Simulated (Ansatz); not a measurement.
# The false plateau in GW convergence: WS2 (Tungstenite), part 2 of 2

Wanted: the G0W0 gap of WS2 (Tungstenite) over a grid of bands and cutoffs.

Ansatz 0.2.0; G0W0 on PBE, plane waves, PAW; PAW set soft_1. Known limits of the many-body steps: not at the basis limit; no spin-orbit coupling; coarse k mesh.

So far. Step 7 (442 empty bands, screening to 150 eV): The G0W0 gap on the mesh is 1.370 eV.

### 8. 786 empty bands, screening to 220 eV

Input file input.yaml:

```yaml
crystal:
  lattice:
    - [3.1532, 0.0, 0.0]
    - [-1.5766, 2.7307513032, 0.0]
    - [0.0, 0.0, 12.323]
  atoms:
    - { symbol: W, position: [0.3333333333, 0.6666666667, 0.25] }
    - { symbol: W, position: [0.6666666667, 0.3333333333, 0.75] }
    - { symbol: S, position: [0.3333333333, 0.6666666667, 0.6225] }
    - { symbol: S, position: [0.6666666667, 0.3333333333, 0.1225] }
    - { symbol: S, position: [0.3333333333, 0.6666666667, 0.8775] }
    - { symbol: S, position: [0.6666666667, 0.3333333333, 0.3775] }
kpoints:
  mp_grid: { grid: [6, 6, 2] }
hamiltonian:
  xc: pbe
  pseudopotentials: { kind: paw, azcp: { folder: soft_1 } }
scf:
  occupations: { method: fixed }
gw:
  n_empty_bands: 786
  ecut_chi: 220
  qp_bands: [v2, c2]
  qp_kpoints: band_edges
  screening: { model: contour_deformation }
```

Run with:

```
$ ansatz run input.yaml --threads 3 --pin off --max-ram 92160MiB --backend cuda --events-out ev --progress --plain --runs-dir out --devices 1 --max-vram 13GiB
```

Numbers of over 12 decimals in the logs are rounded to 6 here.

The program printed:

```text
GPUs: using 1 of 1 available (devices: 1).
[...]
GPU FFT provider: cuFFT
GPU libraries: cuBLAS 13.8.2, cuFFT 12.4.0, cuSOLVER 12.3.4
Crystal: 6 atoms, lattice volume = 106.108 Å³
Basis set: ecut = 420 eV, 2057 PW (Γ)
Bands: 32, of which v1, the nominal top of the filled ones, is band 26 counted from 1 (25 counted from 0)
Symmetry: 24 space group operations
[...]
k-points: 14 of 72
[...]
1    28     14.0224   -13.7102    -4.4719   -18.3276  0.7563    14.1682    14.1679  root
[...]
13    25     11.0667   -18.8498     0.3828   -18.0754  0.7582    10.6734    10.6751  root
    13    26     11.0667   -18.8498     0.3828   -18.0754  0.7582    10.6734    10.6751  root
    13    27     13.0204   -15.7393    -4.0786   -19.9116  0.7553    13.1143    13.1141  root
    13    28     13.0204   -15.7393    -4.0786   -19.9116  0.7553    13.1143    13.1141  root
[key lines of the parts left out:]
SCF converged after 9 iterations
Free energy (F): -24384.934064 eV
Fermi energy:    11.718389 eV
```

The job ended after 60 s (1 × NVIDIA H100 80GB HBM3 (shared by 6 runs) with 3 threads of AMD EPYC 7R13 (Zen 3), shared host; peak memory 2.9 GiB).

The G0W0 gap on the mesh is 1.391 eV.

### 9. 240 empty bands, screening to 300 eV

Edit input.yaml of step 8 so:

```diff
@@ -20,4 +20,4 @@
 gw:
-  n_empty_bands: 786
-  ecut_chi: 220
+  n_empty_bands: 240
+  ecut_chi: 300
   qp_bands: [v2, c2]
```

The program printed:

```text
GPUs: using 1 of 1 available (devices: 1).
[...]
GPU FFT provider: cuFFT
GPU libraries: cuBLAS 13.8.2, cuFFT 12.4.0, cuSOLVER 12.3.4
Crystal: 6 atoms, lattice volume = 106.108 Å³
Basis set: ecut = 420 eV, 2057 PW (Γ)
Bands: 32, of which v1, the nominal top of the filled ones, is band 26 counted from 1 (25 counted from 0)
Symmetry: 24 space group operations
[...]
k-points: 14 of 72
[...]
1    28     14.0224   -13.7102    -4.1822   -18.3276  0.7570    14.4608    14.4575  root
[...]
13    25     11.0667   -18.8498     0.6508   -18.0754  0.7585    10.9429    10.9431  root
    13    26     11.0667   -18.8498     0.6508   -18.0754  0.7585    10.9429    10.9431  root
    13    27     13.0204   -15.7393    -3.7720   -19.9116  0.7554    13.4231    13.4208  root
    13    28     13.0204   -15.7393    -3.7720   -19.9116  0.7554    13.4231    13.4208  root
[key lines of the parts left out:]
SCF converged after 9 iterations
Free energy (F): -24384.934064 eV
Fermi energy:    11.718389 eV
```

The job ended after 29 s (1 × NVIDIA H100 80GB HBM3 (shared by 6 runs) with 3 threads; peak memory 4.2 GiB).

The G0W0 gap on the mesh is 1.370 eV.

### 10. 1251 empty bands, screening to 300 eV

Edit input.yaml of step 9 so:

```diff
@@ -20,3 +20,3 @@
 gw:
-  n_empty_bands: 240
+  n_empty_bands: 1251
   ecut_chi: 300
```

The program printed:

```text
GPUs: using 1 of 1 available (devices: 1).
[...]
GPU FFT provider: cuFFT
GPU libraries: cuBLAS 13.8.2, cuFFT 12.4.0, cuSOLVER 12.3.4
Crystal: 6 atoms, lattice volume = 106.108 Å³
Basis set: ecut = 420 eV, 2057 PW (Γ)
Bands: 32, of which v1, the nominal top of the filled ones, is band 26 counted from 1 (25 counted from 0)
Symmetry: 24 space group operations
[...]
k-points: 14 of 72
[...]
1    28     14.0224   -13.7102    -4.5360   -18.3276  0.7561    14.1039    14.1038  root
[...]
13    25     11.0667   -18.8498     0.3206   -18.0754  0.7577    10.6105    10.6129  root
    13    26     11.0667   -18.8498     0.3206   -18.0754  0.7577    10.6105    10.6129  root
    13    27     13.0204   -15.7393    -4.1490   -19.9116  0.7545    13.0438    13.0438  root
    13    28     13.0204   -15.7393    -4.1490   -19.9116  0.7545    13.0438    13.0438  root
[key lines of the parts left out:]
SCF converged after 9 iterations
Free energy (F): -24384.934064 eV
Fermi energy:    11.718389 eV
```

The job ended after 1.8 min (1 × NVIDIA H100 80GB HBM3 (shared by 6 runs) with 3 threads; peak memory 5.3 GiB; 3.2 min of CPU time).

The G0W0 gap on the mesh is 1.402 eV.

### 11. The grid

Start PBE, 6×6×2 mesh. Times are wall times on 1 × NVIDIA H100 80GB HBM3 (shared by 6 runs) with 3 threads of AMD EPYC 7R13 (Zen 3), shared host, good to a factor of about two.

| cutoff (eV) | plane waves at q = 0 | bands summed | gap (eV) | Σc valence (eV) | Σc conduction (eV) | time |
| --- | --- | --- | --- | --- | --- | --- |
| 50 | 81 | 111 | 1.262 | 1.09 | -3.25 | 17 s |
| 50 | 81 | 468 | 1.256 | 0.74 | -3.60 | 29 s |
| 100 | 255 | 266 | 1.333 | 0.63 | -3.64 | 16 s |
| 100 | 255 | 1277 | 1.342 | 0.45 | -3.81 | 2.4 min |
| 150 | 439 | 111 | 1.337 | 1.04 | -3.22 | 14 s |
| 150 | 439 | 468 | 1.370 | 0.43 | -3.80 | 35 s |
| 220 | 773 | 812 | 1.391 | 0.30 | -3.91 | 60 s |
| 300 | 1265 | 266 | 1.370 | 0.58 | -3.65 | 29 s |
| 300 | 1265 | 1277 | 1.402 | 0.23 | -3.97 | 1.8 min |

### 12. Outcome

* 111 bands, 50 eV: 1.262 eV
* 468 bands, 50 eV: 1.256 eV
* 266 bands, 100 eV: 1.333 eV
* 1277 bands, 100 eV: 1.342 eV
* 111 bands, 150 eV: 1.337 eV
* 468 bands, 150 eV: 1.370 eV
* 812 bands, 220 eV: 1.391 eV
* 266 bands, 300 eV: 1.370 eV
* 1277 bands, 300 eV: 1.402 eV
* estimated limit along the diagonal: 1.42 eV
* mesh and start: 6×6×2, PBE

At 50 eV, going from 111 to 468 bands moves the gap by −0.01 eV. At 100 eV, going from 266 to 1277 bands moves the gap by +0.01 eV. At 150 eV, going from 111 to 468 bands moves the gap by +0.03 eV. At 300 eV, going from 266 to 1277 bands moves the gap by +0.03 eV. At 111 bands, raising the cutoff from 50 to 150 eV moves it by +0.07 eV. At 468 bands, raising the cutoff from 50 to 150 eV moves it by +0.11 eV. At 266 bands, raising the cutoff from 100 to 300 eV moves it by +0.04 eV. At 1277 bands, raising the cutoff from 100 to 300 eV moves it by +0.06 eV. Along the diagonal, where both rise together, the two highest rungs point to 1.42 eV. Gaps are over the mesh's points; an edge off the mesh would be missed. A low cutoff hides what high bands add, so a band series at one cutoff can look settled before the gap is. The 6×6×2 mesh is coarse for this cell (its supercell is 19 Å along the shortest edge). The RPA ε∞ on it, from the PBE start, is 5.91 and 13.85; such meshes misread the long-range screening, most where the gap is narrow. The many-body steps are scalar-relativistic: spin-orbit coupling is not in them.

[Paths, hosts, dates, memory and timing lines, banners, echoed tables and standing remarks are left out of the program output.]

[Logs are printed without paths, hosts, clocks, repeated set-up lines and the standing remarks that a program may print on its own settings, such as how far it seeks lower states.]

[Runs of the session that timed out or met a known fault of the program may be left out.]

[Cells called generated may have been cut or substituted from an entry of the Crystallography Open Database or the Materials Project.]

[Hosts, paths, dates, database ids (printed as entryN), source tags and the programs' standing remarks are cut or masked in the printed files.]
